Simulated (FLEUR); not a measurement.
**free Fe(001) film, 2 layers: anisotropy by force theorems**

Wanted: anisotropy for free Fe(001) film, 2 layers, with the cost of each step.

Method: PBE; all-electron FLAPW film, Dirac cores, scalar-relativistic bands, in FLEUR MaX-R8.1.

### 1. Starting point

The cell holds 2 atoms: 2 Fe. Its edges and angles: a = 2.866 Å, b = 2.866 Å, c = 15.433 Å, α = 90.0°, β = 90.0°, γ = 90.0°. Layers at typed spacings, unrelaxed. Vacuum lies along c.

Structure file:

```cif
data_structure
_symmetry_space_group_name_H-M 'P 1'
_symmetry_Int_Tables_number 1
_cell_length_a 2.8660
_cell_length_b 2.8660
_cell_length_c 15.4330
_cell_angle_alpha 90.000
_cell_angle_beta 90.000
_cell_angle_gamma 90.000
_cell_volume 126.77
loop_
_atom_site_label
_atom_site_type_symbol
_atom_site_fract_x
_atom_site_fract_y
_atom_site_fract_z
_atom_site_occupancy
Fe1 Fe 0.00000 0.00000 0.45357 1
Fe2 Fe 0.50000 0.50000 0.54643 1
```

### 2. The magnetic state

The force theorems are single passes in this state's potential, so it has to be converged first.

No symmetry is used, so that later steps may turn the spins freely; k and −k are joined. FLEUR takes the sheet as a true film: the images along c are dropped, heights are typed in bohr, and the vacuum on both sides is semi-infinite. inpgen writes inp.xml from crystal.txt; cutoffs, mixing, functional, smearing and local orbitals are then set in the file. The k list scf (kpts.xml, not shown) is a Γ-centred 10×10×1 mesh; where the ranks do not divide the number of points, some are split in two of half the weight.

Input file inp.xml:

```
<?xml version="1.0" encoding="UTF-8" standalone="no"?>
<fleurInput fleurInputVersion="0.39">
   <comment>
      Fe
   </comment>
   <calculationSetup>
      <cutoffs Kmax="3.68" Gmax="11.0" GmaxXC="11.0" numbands="0"/>
      <scfLoop itmax="150" minDistance="0.00002" maxIterBroyd="15" imix="Anderson" alpha="0.03" precondParam="0.0" spinf="2.0" sdNocoIR="T"/>
      <coreElectrons ctail="F" frcor="F" kcrel="0" coretail_lmax="0"/>
      <xcFunctional name="pbe" relativisticCorrections="F"/>
      <magnetism jspins="2" l_noco="F" l_ss="F">
         <qss>0.0 0.0 0.0</qss>
         <mtNocoParams l_mperp="F" l_mtNocoPot="F" l_relaxSQA="F" mag_mixing_scheme="0" mix_RelaxWeightOffD="1.0" l_constrained="F" mix_constr="1.0"/>
         <sourceFreeMag l_sourceFree="F" l_scaleMag="F" mag_scale="1.0"/>
      </magnetism>
      <soc l_soc="F" theta="0.0" phi="0.0" spav="F"/>
      <expertModes spex="0" secvar="F"/>
      <geometryOptimization l_f="F" forcealpha="1.0" forcemix="BFGS" epsdisp="0.00001" epsforce="0.00001"/>
      <ldaU l_linMix="F" mixParam="0.05" spinf="1.0"/>
   </calculationSetup>
   <cell>
      <bzIntegration valenceElectrons="32.0" mode="hist" fermiSmearingEnergy="0.00183747">
         <kPointListSelection listName="scf"/>
         <xi:include xmlns:xi="http://www.w3.org/2001/XInclude" href="kpts.xml"> </xi:include>
      </bzIntegration>
      <xi:include xmlns:xi="http://www.w3.org/2001/XInclude" href="sym.xml"> </xi:include>
      <filmLattice scale="1.0" dVac="7.97" dTilda="10.47">
         <bravaisMatrixFilm>
            <row-1>    5.4159550731035999     0.0000000000000000</row-1>
            <row-2>    0.0000000000000000     5.4159550731035999</row-2>
         </bravaisMatrixFilm>
         <vacuumEnergyParameters vacuum="1" spinUp="-.25" spinDown="-.25"/>
         <vacuumEnergyParameters vacuum="2" spinUp="-.25" spinDown="-.25"/>
      </filmLattice>
   </cell>
   <atomSpecies>
      <species name="Iron (Fe) 2.800" element="Fe" atomicNumber="26">
         <mtSphere radius="2.23" gridPoints="737" logIncrement="0.016"/>
         <atomicCutoffs lmax="8" lnonsphr="6"/>
         <electronConfig flipSpins="F">
            <coreConfig>(1s1/2) (2s1/2) (2p1/2) (2p3/2)</coreConfig>
            <valenceConfig>(3s1/2) (3p1/2) (3p3/2) (4s1/2) (3d3/2) (3d5/2)</valenceConfig>
            <stateOccupation state="(3d3/2)" spinUp="1.4" spinDown="1.0"/>
            <stateOccupation state="(3d5/2)" spinUp="3.0" spinDown="0.6"/>
         </electronConfig>
         <energyParameters s="4" p="4" d="3" f="4"/>
         <lo type="SCLO" l="0" n="3" eDeriv="0"/>
         <lo type="SCLO" l="1" n="3" eDeriv="0"/>
      </species>
   </atomSpecies>
   <atomGroups>
      <atomGroup species="Iron (Fe) 2.800">
         <filmPos label="                   1">.0000000000 .0000000000 -1.3539745160</filmPos>
         <force calculate="T" relaxXYZ="TTT"/>
         <nocoParams  alpha="0.0" beta="0.0"/>
      </atomGroup>
      <atomGroup species="Iron (Fe) 2.800">
         <filmPos label="                   2">1.000/2.000 1.000/2.000 1.3539745160</filmPos>
         <force calculate="T" relaxXYZ="TTT"/>
         <nocoParams  alpha="0.0" beta="0.0"/>
      </atomGroup>
   </atomGroups>
   <output dos="F" band="F" slice="F">
      <bandDOS minEnergy="-.5*Htr" maxEnergy="0.5*Htr" sigma="0.015" storeEVData="T"/>
      <plotting iplot="0" polar="F">
         <plot TwoD="T" vec1="  1.0  0.0  0.0" vec2="  0.0  1.0  0.0" vec3="  0.0  0.0  1.0" zero="  0.0  0.0 -0.5" file="plot"/>
      </plotting>
      <moessbauerParams electricFieldGradient="F" isomerShift="F" coreHyperfine="F" valenceHyperfine="F"/>
   </output>
</fleurInput>
```

Input file crystal.txt:

```
Fe
&input film=T cartesian=F /
2.86600000000  0.00000000000  0.00000000000
0.00000000000  2.86600000000  0.00000000000
0.00000000000  0.00000000000  1.00000000000
1.8897261246
1.0 1.0 1.0

2
26 0.00000000000  0.00000000000  -1.35397451598 : 2.800
26 0.50000000000  0.50000000000  1.35397451598 : 2.800

&kpt div1=10 div2=10 div3=1 gamma=T /
```

Launch:

```sh
OMP_NUM_THREADS=1 inpgen -f crystal.txt -nosym -noco > inpgen.log  # inp.xml is then edited as shown
OMP_NUM_THREADS=1 mpirun -n 4 fleur_MPI > fleur.log
```

The log of the run:

```text
Welcome to FLEUR        (www.flapw.de)
      MaX-Release 8.1          (www.max-centre.eu)

 ========== k-point set info ==========
 Selected k-point list: scf
 k-point list type: mesh
 0 x 0 x 0
 Number of k points: 52

 ------------Calculation Setup---------------------------
 Number of MPI-tasks      :            4
 Number of PE/node        :            4
 Number of OMP-threads    :            1
 k-points in parallel     :            4
 pe's per k-point         :            1
 No of k-point loops      :           13
 Eigenvalue solver        :       lapack
 Number of basis functions:          280
 Approximate size of matrices (H+S) per k-point:         0.002 GB
 --------------------------------------------------------
 Iteration:     1   Distance:      14.60599465 me/bohr^3
 Iteration:     2   Distance:      13.51703674 me/bohr^3
 Iteration:     3   Distance:       9.16625222 me/bohr^3
 Iteration:     4   Distance:       8.99223746 me/bohr^3
 Iteration:     5   Distance:       8.08870700 me/bohr^3
 Iteration:     6   Distance:       6.15490544 me/bohr^3
 Iteration:     7   Distance:       4.01259275 me/bohr^3
 Iteration:     8   Distance:       1.34228933 me/bohr^3
 Iteration:     9   Distance:       1.40171402 me/bohr^3
 Iteration:    10   Distance:       0.25167528 me/bohr^3
 Iteration:    11   Distance:       0.23038337 me/bohr^3
 Iteration:    12   Distance:       0.10550599 me/bohr^3
 Iteration:    13   Distance:       0.06240306 me/bohr^3
 Iteration:    14   Distance:       0.04794934 me/bohr^3
 Iteration:    15   Distance:       0.04321988 me/bohr^3
 Iteration:    16   Distance:       0.03589391 me/bohr^3
 Iteration:    17   Distance:       0.02395634 me/bohr^3
 Iteration:    18   Distance:       0.01101238 me/bohr^3
 Iteration:    19   Distance:       0.00928682 me/bohr^3
 Iteration:    20   Distance:       0.00307800 me/bohr^3
 Iteration:    21   Distance:       0.00276799 me/bohr^3
 Iteration:    22   Distance:       0.00056066 me/bohr^3
 Iteration:    23   Distance:       0.00060983 me/bohr^3
 Iteration:    24   Distance:       0.00010330 me/bohr^3
 Iteration:    25   Distance:       0.00004005 me/bohr^3
 Iteration:    26   Distance:       0.00003735 me/bohr^3
 Iteration:    27   Distance:       0.00000869 me/bohr^3

 ********************************************************************
 Run finished successfully
 Stop message:
   all done
 ********************************************************************

--- out.xml (last complete iteration) ---
<iteration numberForCurrentRun="   27" overallNumber="   27">
         [... left out ...]
         <bandgap value="0.0000000027" units="eV"/>
         <sumValenceSingleParticleEnergies value="-42.1716060090" units="Htr"/>
         <FermiEnergy value="-0.1456033899" units="Htr"/>
         <valenceDensity>
            <mtCharges spin="1">
               <mtCharge atomType="1" total="8.7040580" s="1.1669015" p="3.0874877" d="4.4423773" f="0.0055346"/>
               <mtCharge atomType="2" total="8.7040580" s="1.1669015" p="3.0874877" d="4.4423773" f="0.0055346"/>
            </mtCharges>
            <mtCharges spin="2">
               <mtCharge atomType="1" total="5.7933286" s="1.1631243" p="3.0957290" d="1.5291141" f="0.0044739"/>
               <mtCharge atomType="2" total="5.7933286" s="1.1631243" p="3.0957290" d="1.5291141" f="0.0044739"/>
            </mtCharges>
            <spinDependentCharge spin="1" total="18.9925048" interstitial="1.4234801" mtSpheres="17.4081160" vacuum1="0.0804543" vacuum2="0.0804543"/>
            <spinDependentCharge spin="2" total="13.0074954" interstitial="1.3343832" mtSpheres="11.5866572" vacuum1="0.0432275" vacuum2="0.0432275"/>
            <totalCharge value="32.0000002190"/>
         </valenceDensity>
         [... left out ...]
         <allElectronCharges>
            <spinDependentCharge spin="1" total="28.9925048" interstitial="1.4234801" mtSpheres="27.4081160" vacuum1="0.0804543" vacuum2="0.0804543"/>
            <spinDependentCharge spin="2" total="23.0074954" interstitial="1.3343832" mtSpheres="21.5866572" vacuum1="0.0432275" vacuum2="0.0432275"/>
            <totalCharge value="52.0000002196"/>
         </allElectronCharges>
         <magneticMomentsInMTSpheres units="muBohr">
            <globalMagMoment atomType="1" vec="0.00000   0.00000   2.91073"/>
            <localMagMoment atomType="1" vec="0.00000   0.00000   2.91073"/>
            <globalMagMoment atomType="2" vec="0.00000   0.00000   2.91073"/>
            <localMagMoment atomType="2" vec="0.00000   0.00000   2.91073"/>
         </magneticMomentsInMTSpheres>
         <moessbauerParams unitsHFF="kG" unitsIS="e/bohr^3" unitsEFG="Htr/bohr^2">
         </moessbauerParams>
         <totalEnergy value="    -2545.5108922471" units="Htr">
            <sumOfEigenvalues value="    -1496.9512495283">
               <coreElectrons value="-1454.7796435193"/>
               <valenceElectrons value="-42.1716060090"/>
            </sumOfEigenvalues>
            <densityCoulombPotentialIntegral value="-3932.0475572896"/>
            <densityEffectivePotentialIntegral value="-4077.1593811614"/>
            <chargeDenXCDenIntegral value="-111.8022178904"/>
            <FockExchangeEnergyValence value="0.0000000000"/>
            <FockExchangeEnergyCore value="0.0000000000"/>
            <atomTypeDependentContributions atomType="1">
               <electronNucleiInteractionDifferentMTs value="1517.7331563936"/>
               <MadelungTerm value="-6.2133572556"/>
            </atomTypeDependentContributions>
            <atomTypeDependentContributions atomType="2">
               <electronNucleiInteractionDifferentMTs value="1517.7331564812"/>
               <MadelungTerm value="-6.2133572146"/>
            </atomTypeDependentContributions>
            <tkbTimesEntropy value="0.0010459853"/>
            <freeEnergy value="-2545.5119382324"/>
            <extrapolationTo0K value="-2545.5114152398"/>
         </totalEnergy>
         <densityConvergence units="me/bohr^3">
            <chargeDensity spin="1" distance="0.0000025711"/>
            <chargeDensity spin="2" distance="0.0000075214"/>
            <overallChargeDensity distance="0.0000086857"/>
            <spinDensity distance="0.0000071360"/>
         </densityConvergence>
      </iteration>
```

Run time: 65 s. Hardware: 4 MPI ranks of Arm Neoverse V1, shared host; peak memory 0.7 GiB; 4.3 min of CPU time.

Read from the output:

```
free energy                                                       : -69266.9085 eV
program's band gap on this mesh (in a metal only a level spacing) : 2.70e-9 eV
magnetization                                                     : 5.985 μB
final state                                                       : ferromagnetic
largest moment                                                    : 2.911 μB
```

After 27 cycles the largest moment stands at 2.91 μB.

### 3. Anisotropy by the force theorem, rung 1

Anisotropy is a small difference, so it is taken from sums over occupied states at a frozen potential, where most errors cancel.

One pass with spin–orbit coupling for each direction, from the saved density. Inversion lets half of the mesh serve, which the program's warning doesn't know. The k list mae (kpts.xml, not shown) is a Γ-centred 17×17×1 mesh.

inp.xml, as its differences from that of step 2:

```diff
@@ -6,4 +6,4 @@
    <calculationSetup>
-      <cutoffs Kmax="3.68" Gmax="11.0" GmaxXC="11.0" numbands="0"/>
-      <scfLoop itmax="150" minDistance="0.00002" maxIterBroyd="15" imix="Anderson" alpha="0.03" precondParam="0.0" spinf="2.0" sdNocoIR="T"/>
+      <cutoffs Kmax="3.68" Gmax="11.0" GmaxXC="11.0" numbands="64"/>
+      <scfLoop itmax="1" minDistance="0.00002" maxIterBroyd="15" imix="Anderson" alpha="0.03" precondParam="0.0" spinf="2.0" sdNocoIR="T"/>
       <coreElectrons ctail="F" frcor="F" kcrel="0" coretail_lmax="0"/>
@@ -15,3 +15,3 @@
       </magnetism>
-      <soc l_soc="F" theta="0.0" phi="0.0" spav="F"/>
+      <soc l_soc="T" theta="0.0" phi="0.0" spav="F"/>
       <expertModes spex="0" secvar="F"/>
@@ -22,3 +22,3 @@
       <bzIntegration valenceElectrons="32.0" mode="hist" fermiSmearingEnergy="0.00183747">
-         <kPointListSelection listName="scf"/>
+         <kPointListSelection listName="mae"/>
          <xi:include xmlns:xi="http://www.w3.org/2001/XInclude" href="kpts.xml"> </xi:include>
@@ -69,2 +69,5 @@
    </output>
+   <forceTheorem>
+      <MAE theta="0.0 1.5707963 1.5707963" phi="0.0 0.0 1.5707963"/>
+   </forceTheorem>
 </fleurInput>
```

Launch:

```sh
OMP_NUM_THREADS=1 mpirun -n 4 fleur_MPI -warn_only > fleur.log
```

The log of the run:

```text
[banner, memory and clock lines left out]
Welcome to FLEUR        (www.flapw.de)
      MaX-Release 8.1          (www.max-centre.eu)
************FLEUR-Warning*****************
Error message: k-point set is not compatible to missing time-reversal symmetry in calculation.
Error occurred in subroutine: gen_bz
Error from PE:0/4
Other PEs with error messages:
     1-k-point set is not compatible to missing time-reversal symmetry in calculation.
*****************************************

 ========== k-point set info ==========
 Selected k-point list: mae
 k-point list type: mesh
 0 x 0 x 0
 Number of k points: 148

 [... set-up left out ...]
 ********************************************************************
 Run finished successfully
 Stop message:
   Forcetheorem MAE
 ********************************************************************

--- out.xml (force theorem) ---
<Forcetheorem_MAE Angles="3" units="Htr">
            <Angle theta="0.0000000" phi="0.0000000" ev-sum="-42.172976492"/>
            <Angle theta="1.5707963" phi="0.0000000" ev-sum="-42.172962510"/>
            <Angle theta="1.5707963" phi="1.5707963" ev-sum="-42.172962510"/>
         </Forcetheorem_MAE>
```

Elapsed: 16 s, on 4 MPI ranks; peak memory 0.51 GiB.

Anisotropy energies, by row:

```csv
axis,x,y,z,band energy less the first axis' (meV a cell)
z,0,0,1,0
x,1,0,0,0.3805
y,0,1,0,0.3805
```

Shape anisotropy is not in these numbers.

### 4. Anisotropy by the force theorem, rung 2

A second rung shows how far the first can be trusted.

The k list mae (kpts.xml, not shown) is a Γ-centred 26×26×1 mesh.

inp.xml is that of step 3.

The log of the run:

```text
[banner, memory and clock lines left out]
Welcome to FLEUR        (www.flapw.de)
      MaX-Release 8.1          (www.max-centre.eu)
************FLEUR-Warning*****************
Error message: k-point set is not compatible to missing time-reversal symmetry in calculation.
Error occurred in subroutine: gen_bz
Error from PE:0/4
Other PEs with error messages:
     1-k-point set is not compatible to missing time-reversal symmetry in calculation.
     2-k-point set is not compatible to missing time-reversal symmetry in calculation.
[...]
========== k-point set info ==========
 Selected k-point list: mae
 k-point list type: mesh
 0 x 0 x 0
 Number of k points: 340

 [... set-up left out ...]
 ********************************************************************
 Run finished successfully
 Stop message:
   Forcetheorem MAE
 ********************************************************************

--- out.xml (force theorem) ---
<Forcetheorem_MAE Angles="3" units="Htr">
            <Angle theta="0.0000000" phi="0.0000000" ev-sum="-42.172989845"/>
            <Angle theta="1.5707963" phi="0.0000000" ev-sum="-42.172978035"/>
            <Angle theta="1.5707963" phi="1.5707963" ev-sum="-42.172978035"/>
         </Forcetheorem_MAE>
```

It took 34 s on 4 MPI ranks; peak memory 0.73 GiB.

Anisotropy energies, by row:

```
axis  x  y  z  band energy less the first axis' (meV a cell)
   z  0  0  1                                              0
   x  1  0  0                                         0.3214
   y  0  1  0                                         0.3214
```

(Part 1 of 2 ends here.)

[Logs and program files are shortened in this print: banners, set-up blocks, solver, clock and traceback lines can be left out without a mark of their own.]

[Logs are printed without paths, hosts, clocks, repeated set-up lines and the standing remarks that a program may print on its own settings, such as how far it seeks lower states.]

[Hosts, paths, dates, database ids (printed as entryN), source tags and the programs' standing remarks are cut or masked in the printed files.]

[Where a cell is said to come from a database of computed structures, the database is the Materials Project.]
